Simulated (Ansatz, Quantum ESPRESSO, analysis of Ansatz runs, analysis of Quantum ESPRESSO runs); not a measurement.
# Local vibrational mode of the U centre (hydride ion on a halide site) in NaI (QE: PBE) (Quantum ESPRESSO), part 2 of 2

Subject: U centre (hydride ion on a halide site) in NaI. Wanted: its local vibrational mode, in one set-up (QE: PBE, GBRV 1.5 PBE, 32-site cell, PBE lattice, k: 2x2x2 shifted, start relaxed with Ansatz). The model is a cell of 32 host atoms with 1 I taken out and 1 H put in. The frequencies come from force constants among the defect atom and its neighbours, with the masses of the isotopes named. Other potentials or another program check that the number doesn't hang on one set of files.

Quantum ESPRESSO 7.5; QE: PBE, GBRV 1.5 PBE, 32-site cell, PBE lattice, k: 2x2x2 shifted, start relaxed with Ansatz.

So far: Set-up; Relaxation, charge 0.

## 3. Atom Na6 moved by 0.015 A along x

Force constants come from the forces after small displacements; symmetry gives the rest. One such run is shown.

This step: Quantum ESPRESSO plane-wave DFT, PBE, GBRV 1.5 PBE potentials; single point of a defect supercell.

pw.in reads:

```
&CONTROL
  calculation = 'scf'
  prefix = 'pwscf'
  outdir = './tmp'
  pseudo_dir = './pseudo'
  tprnfor = .true.
  disk_io = 'low'
/
&SYSTEM
  ibrav = 0
  nat = 32
  ntyp = 3
  ecutwfc = 45
  ecutrho = 360
  nbnd = 129
  occupations = 'smearing'
  smearing = 'fd'
  degauss = 0.00073499
/
&ELECTRONS
  conv_thr = 1d-10
  electron_maxstep = 100
  mixing_beta = 0.5
/
ATOMIC_SPECIES
Na    22.9898 na_pbe_v1.5.uspp.F.UPF
I    126.9045 i_pbe_v1.uspp.F.UPF
H      1.0080 h_pbe_v1.4.uspp.F.UPF
CELL_PARAMETERS angstrom
  -6.5333634812    6.5333634812    6.5333634812
   6.5333634812   -6.5333634812    6.5333634812
   6.5333634812    6.5333634812   -6.5333634812
ATOMIC_POSITIONS crystal
Na     0.0000000000    0.0000000000    0.0000000000
Na     0.0000000000    0.2500000000    0.7500000000
[... 3 atom lines left out ...]
Na     0.2730422627    0.2741902166    0.5011479539
Na     0.2730422627    0.5000000000    0.2730422627
[... 2 atom lines left out ...]
Na     0.5000000000    0.2730422627    0.2730422627
[... 1 atom line left out ...]
Na     0.5000000000    0.7269577373    0.7269577373
[... 2 atom lines left out ...]
Na     0.7269577373    0.5000000000    0.7269577373
Na     0.7269577373    0.7269577373    0.5000000000
[... 1 atom line left out ...]
I      0.0060135679    0.2530067839    0.2530067839
[... 1 atom line left out ...]
I     -0.0060135679    0.7469932161    0.7469932161
I      0.2530067839    0.0060135679    0.2530067839
I      0.2530067839    0.2530067839    0.0060135679
[... 4 atom lines left out ...]
H      0.5000000000    0.5000000000    0.5000000000
[... 1 atom line left out ...]
I      0.7469932161   -0.0060135679    0.7469932161
[... 2 atom lines left out ...]
I      0.7469932161    0.7469932161   -0.0060135679
K_POINTS automatic
2 2 2 1 1 1
```

The run is started by

```
> OMP_NUM_THREADS=1 mpirun -n 2 pw.x -nk 2 -in pw.in > pw.out
```

What it wrote:

```text
[banner, memory and clock lines left out]
          URL

     Message from routine setup:
     using ibrav=0 with symmetry is DISCOURAGED, use correct ibrav instead

     G-vector sticks info

     bravais-lattice index     =            0
     lattice parameter (alat)  =      21.3844  a.u.
     unit-cell volume          =    7527.7824 (a.u.)^3
     number of atoms/cell      =           32
     number of atomic types    =            3
     number of electrons       =       250.00
     number of Kohn-Sham states=          129
     kinetic-energy cutoff     =      45.0000  Ry
     charge density cutoff     =     360.0000  Ry
     scf convergence threshold =      1.0E-10
     mixing beta               =       0.5000
     number of iterations used =            8  plain     mixing
     Exchange-correlation=  SLA  PW   PBX  PBC
                           (   1   4   3   4   0   0   0)

     celldm(1)=  21.384363  celldm(2)=   0.000000  celldm(3)=   0.000000
     celldm(4)=   0.000000  celldm(5)=   0.000000  celldm(6)=   0.000000

     crystal axes: (cart. coord. in units of alat)
               a(1) = (  -0.577350   0.577350   0.577350 )
               a(2) = (   0.577350  -0.577350   0.577350 )
               a(3) = (   0.577350   0.577350  -0.577350 )

     reciprocal axes: (cart. coord. in units 2 pi/alat)
               b(1) = ( -0.000000  0.866025  0.866025 )
               b(2) = (  0.866025 -0.000000  0.866025 )
               b(3) = (  0.866025  0.866025  0.000000 )

     PseudoPot. # 1 for Na read from file:
     na_pbe_v1.5.uspp.F.UPF
     Pseudo is Ultrasoft, Zval =  9.0
     Generated by new atomic code, or converted to UPF format
     Using radial grid of  819 points,  5 beta functions with:
                l(1) =   0
                l(2) =   0
                l(3) =   1
                l(4) =   1
                l(5) =   2
     Q(r) pseudized with  8 coefficients,  rinner =    1.250   1.250   1.250
                                                       1.250   1.250

     PseudoPot. # 2 for I  read from file:
     i_pbe_v1.uspp.F.UPF
     Pseudo is Ultrasoft + core correction, Zval =  7.0
     Generated by new atomic code, or converted to UPF format
     Using radial grid of  893 points,  6 beta functions with:
                l(1) =   0
                l(2) =   0
                l(3) =   1
                l(4) =   1
                l(5) =   2
                l(6) =   2
     Q(r) pseudized with  8 coefficients,  rinner =    1.500   1.500   1.500
                                                       1.500   1.500

     PseudoPot. # 3 for H  read from file:
     h_pbe_v1.4.uspp.F.UPF
     Pseudo is Ultrasoft, Zval =  1.0
     Generated by new atomic code, or converted to UPF format
     Using radial grid of  615 points,  2 beta functions with:
                l(1) =   0
                l(2) =   0
     Q(r) pseudized with  8 coefficients,  rinner =    0.700

     atomic species   valence    mass     pseudopotential
     Na                9.00    22.98980     Na( 1.00)
     I                 7.00   126.90450     I ( 1.00)
     H                 1.00     1.00800     H ( 1.00)

      2 Sym. Ops. (no inversion) found ( 1 have fractional translation)

   Cartesian axes

     site n.     atom                  positions (alat units)
         1        Na     tau(   1) = (   0.0000000   0.0000000   0.0000000  )
         2        Na     tau(   2) = (   0.5773503   0.2886751  -0.2886751  )
         3        Na     tau(   3) = (   0.5773503   0.0000000   0.0000000  )
         4        Na     tau(   4) = (   0.5773503  -0.2886751   0.2886751  )
         5        Na     tau(   5) = (   0.2886751   0.5773503  -0.2886751  )
         6        Na     tau(   6) = (   0.2900007   0.2886751   0.0266069  )
         7        Na     tau(   7) = (   0.2886751   0.0266069   0.2886751  )
         8        Na     tau(   8) = (   0.2886751  -0.2886751   0.5773503  )
         9        Na     tau(   9) = (   0.0000000   0.5773503   0.0000000  )
        10        Na     tau(  10) = (   0.0266069   0.2886751   0.2886751  )
        11        Na     tau(  11) = (   0.0000000   0.0000000   0.5773503  )
        12        Na     tau(  12) = (   0.5507434   0.2886751   0.2886751  )
        13        Na     tau(  13) = (  -0.2886751   0.5773503   0.2886751  )
        14        Na     tau(  14) = (  -0.2886751   0.2886751   0.5773503  )
        15        Na     tau(  15) = (   0.2886751   0.5507434   0.2886751  )
        16        Na     tau(  16) = (   0.2886751   0.2886751   0.5507434  )
        17        I      tau(  17) = (   0.2886751   0.2886751  -0.2886751  )
        18        I      tau(  18) = (   0.2886751   0.0034719   0.0034719  )
        19        I      tau(  19) = (   0.2886751  -0.2886751   0.2886751  )
        20        I      tau(  20) = (   0.8660254  -0.0034719  -0.0034719  )
        21        I      tau(  21) = (   0.0034719   0.2886751   0.0034719  )
        22        I      tau(  22) = (   0.0034719   0.0034719   0.2886751  )
        23        I      tau(  23) = (   0.5738783   0.2886751   0.0034719  )
        24        I      tau(  24) = (   0.5738783   0.0034719   0.2886751  )
        25        I      tau(  25) = (  -0.2886751   0.2886751   0.2886751  )
[...]
Self-consistent Calculation

     iteration #  1     ecut=    45.00 Ry     beta= 0.50
     Davidson diagonalization with overlap
     ethr =  1.00E-02,  avg # of iterations =  2.0

     Threshold (ethr) on eigenvalues was too large:
     Diagonalizing with lowered threshold

     Davidson diagonalization with overlap
     ethr =  2.15E-04,  avg # of iterations =  6.0

     total energy              =   -2514.16530413 Ry
     estimated scf accuracy    <       0.47732262 Ry

     iteration #  2     ecut=    45.00 Ry     beta= 0.50
     Davidson diagonalization with overlap
     ethr =  1.91E-04,  avg # of iterations =  3.0

     total energy              =   -2514.24773853 Ry
     estimated scf accuracy    <       0.02449353 Ry

     iteration #  3     ecut=    45.00 Ry     beta= 0.50
     Davidson diagonalization with overlap
     ethr =  9.80E-06,  avg # of iterations =  7.0

     total energy              =   -2514.25219552 Ry
     estimated scf accuracy    <       0.00468664 Ry

     iteration #  4     ecut=    45.00 Ry     beta= 0.50
     Davidson diagonalization with overlap
     ethr =  1.87E-06,  avg # of iterations =  4.0

     total energy              =   -2514.25298877 Ry
     estimated scf accuracy    <       0.00017706 Ry

     iteration #  5     ecut=    45.00 Ry     beta= 0.50
     Davidson diagonalization with overlap
     ethr =  7.08E-08,  avg # of iterations =  5.8

     total energy              =   -2514.25316120 Ry
     estimated scf accuracy    <       0.00001860 Ry

     iteration #  6     ecut=    45.00 Ry     beta= 0.50
     Davidson diagonalization with overlap
     ethr =  7.44E-09,  avg # of iterations =  5.0

     total energy              =   -2514.25317749 Ry
     estimated scf accuracy    <       0.00000202 Ry

     iteration #  7     ecut=    45.00 Ry     beta= 0.50
     Davidson diagonalization with overlap
     ethr =  8.06E-10,  avg # of iterations =  4.0

     total energy              =   -2514.25318006 Ry
     estimated scf accuracy    <       0.00000015 Ry

     iteration #  8     ecut=    45.00 Ry     beta= 0.50
     Davidson diagonalization with overlap
     ethr =  5.88E-11,  avg # of iterations =  4.2

     total energy              =   -2514.25318060 Ry
     estimated scf accuracy    <          8.0E-09 Ry

     iteration #  9     ecut=    45.00 Ry     beta= 0.50
     Davidson diagonalization with overlap
     ethr =  3.19E-12,  avg # of iterations =  6.8

     total energy              =   -2514.25318071 Ry
     estimated scf accuracy    <          7.5E-10 Ry

     iteration # 10     ecut=    45.00 Ry     beta= 0.50
     Davidson diagonalization with overlap
     ethr =  3.00E-13,  avg # of iterations =  4.8

     total energy              =   -2514.25318074 Ry
     estimated scf accuracy    <          1.3E-10 Ry

     iteration # 11     ecut=    45.00 Ry     beta= 0.50
     Davidson diagonalization with overlap
     ethr =  1.00E-13,  avg # of iterations =  2.5

     End of self-consistent calculation

          k = 0.4330 0.4330 0.4330 ( 38532 PWs)   bands (ev):

   -49.4217 -49.4201 -49.4200 -49.4200 -49.4200 -49.4184 -49.3691 -49.3691
   -49.3666 -49.3666 -49.3613 -49.3602 -49.3601 -49.3601 -49.3601 -49.3590
   -21.3386 -21.3384 -21.3378 -21.3367 -21.3365 -21.3365 -21.3359 -21.3359
   -21.3358 -21.3343 -21.3337 -21.3337 -21.3334 -21.3308 -21.3301 -21.3301
   -21.3292 -21.3282 -21.2855 -21.2855 -21.2855 -21.2854 -21.2845 -21.2845
   -21.2832 -21.2830 -21.2830 -21.2830 -21.2820 -21.2820 -21.2789 -21.2787
   -21.2781 -21.2776 -21.2776 -21.2775 -21.2775 -21.2774 -21.2774 -21.2769
   -21.2763 -21.2762 -21.2707 -21.2699 -21.2696 -21.2689 -21.2686 -21.2678
    -9.5833  -9.5804  -9.5799  -9.5774  -9.4405  -9.4382  -9.4372  -9.4274
    -9.4256  -9.4249  -9.4245  -9.4207  -9.1940  -9.1940  -9.1939  -0.6269
[...]
6.2224

          k = 0.0000 0.0000 0.4330 ( 38310 PWs)   bands (ev):

[...]
6.0705

          k = 0.4330 0.0000 0.0000 ( 38310 PWs)   bands (ev):

[...]
6.0706

          k = 0.0000 0.4330 0.0000 ( 38310 PWs)   bands (ev):

[...]
-0.3089  -0.2452  -0.0927  -0.0673  -0.0405  -0.0050  -0.0041   0.0345
     0.1506   0.1510   0.3711   0.3721   0.4039   0.5385   0.5951   0.6464
     0.6475   0.6693   0.6737   0.6918   0.6931   0.6943   0.7182   0.7638
     0.7776   0.7797   0.8884   0.8901   0.9254   0.9345   1.0065   1.0081
     1.0282   1.0497   1.1782   1.1807   1.6414   5.3904   6.0341   6.0688
     6.0723

     the Fermi energy is     2.8321 ev

!    total energy              =   -2514.25318075 Ry
     estimated scf accuracy    <          1.2E-11 Ry
     smearing contrib. (-TS)   =       0.00000000 Ry
     internal energy E=F+TS    =   -2514.25318075 Ry

     The total energy is F=E-TS. E is the sum of the following terms:
     one-electron contribution =   -1396.79208411 Ry
     hartree contribution      =     759.56565149 Ry
     xc contribution           =    -957.10607780 Ry
     ewald contribution        =    -919.92067033 Ry

     convergence has been achieved in  11 iterations

     Forces acting on atoms (cartesian axes, Ry/au):

     atom    1 type  1   force =     0.00000656    0.00006342    0.00000425
     atom    2 type  1   force =     0.00000365    0.00000000   -0.00005916
     atom    3 type  1   force =     0.00000653   -0.00006403   -0.00000424
     atom    4 type  1   force =     0.00000355    0.00000000    0.00005858
     atom    5 type  1   force =     0.00000197   -0.00000008    0.00000009
     atom    6 type  1   force =    -0.00078607    0.00000000   -0.00001873
     atom    7 type  1   force =    -0.00001216   -0.00001967   -0.00000016
     atom    8 type  1   force =     0.00012728   -0.00000000   -0.00000004
     atom    9 type  1   force =     0.00000656   -0.00006342    0.00000425
     atom   10 type  1   force =     0.00000239    0.00000000   -0.00008283
[...]
atom   28 type  2   force =    -0.00002555    0.00002016   -0.00002035
     atom   29 type  2   force =    -0.00001711    0.00000000   -0.00002325
     atom   30 type  2   force =     0.00001578    0.00000868    0.00002690
     atom   31 type  2   force =     0.00002433   -0.00000000   -0.00001814
     atom   32 type  2   force =    -0.00002496   -0.00004928   -0.00002693

     Total force =     0.000910     Total SCF correction =     0.000003
```

The job ended after 13 min (2 MPI ranks of Arm Neoverse V1, shared host; peak memory 4.7 GiB; 27 min of CPU time).

At this level the gap is 3.75 eV on the k-mesh of the self-consistent run, which can miss the band edges.

## 4. Local vibrational modes

Analysis of the runs above: force constants by central differences of Quantum ESPRESSO plane-wave DFT, PBE, GBRV 1.5 PBE potentials forces among the atoms nearest to a defect, the others at rest.

The modes with the largest weight on the probed atoms (the light atom of a pair), for the masses of each isotope. Modes of the displaced atoms (local only where they lie over the host's phonons):

```
isotopes  mode (cm⁻¹)  share of the defect atoms
       H        344.7                      0.898
       H        344.7                      0.898
       H        344.7                      0.898
       D        255.6                      0.824
       D        255.6                      0.824
       D        255.6                      0.824
```

## 5. Summary of results

```
distance from the defect atom to its nearest neighbour : 2.966 Å
threefold local mode of H-                             : 345 cm⁻¹
threefold local mode of D-                             : 256 cm⁻¹
```

Threefold local mode of H-: computed 345 cm⁻¹, measured 426.8 cm⁻¹; 82 cm⁻¹ (19 %) below the measurement. Threefold local mode of D-: computed 256 cm⁻¹, measured 318.5 cm⁻¹; 63 cm⁻¹ (20 %) below the measurement. The ion's well is wide, so the mode is sensitive to the lattice constant, one possible source of the difference. Only the named neighbours move, so modes near the host's band are approximate.

[Logs are printed without paths, hosts, clocks, repeated set-up lines and the standing remarks that a program may print on its own settings, such as how far it seeks lower states.]

[Hosts, paths, dates, database ids (printed as entryN), source tags and the programs' standing remarks are cut or masked in the printed files.]

[For some hosts the program warned that the k-mesh of the response run may be too coarse for force constants and the static dielectric constant; such warnings are not shown here.]
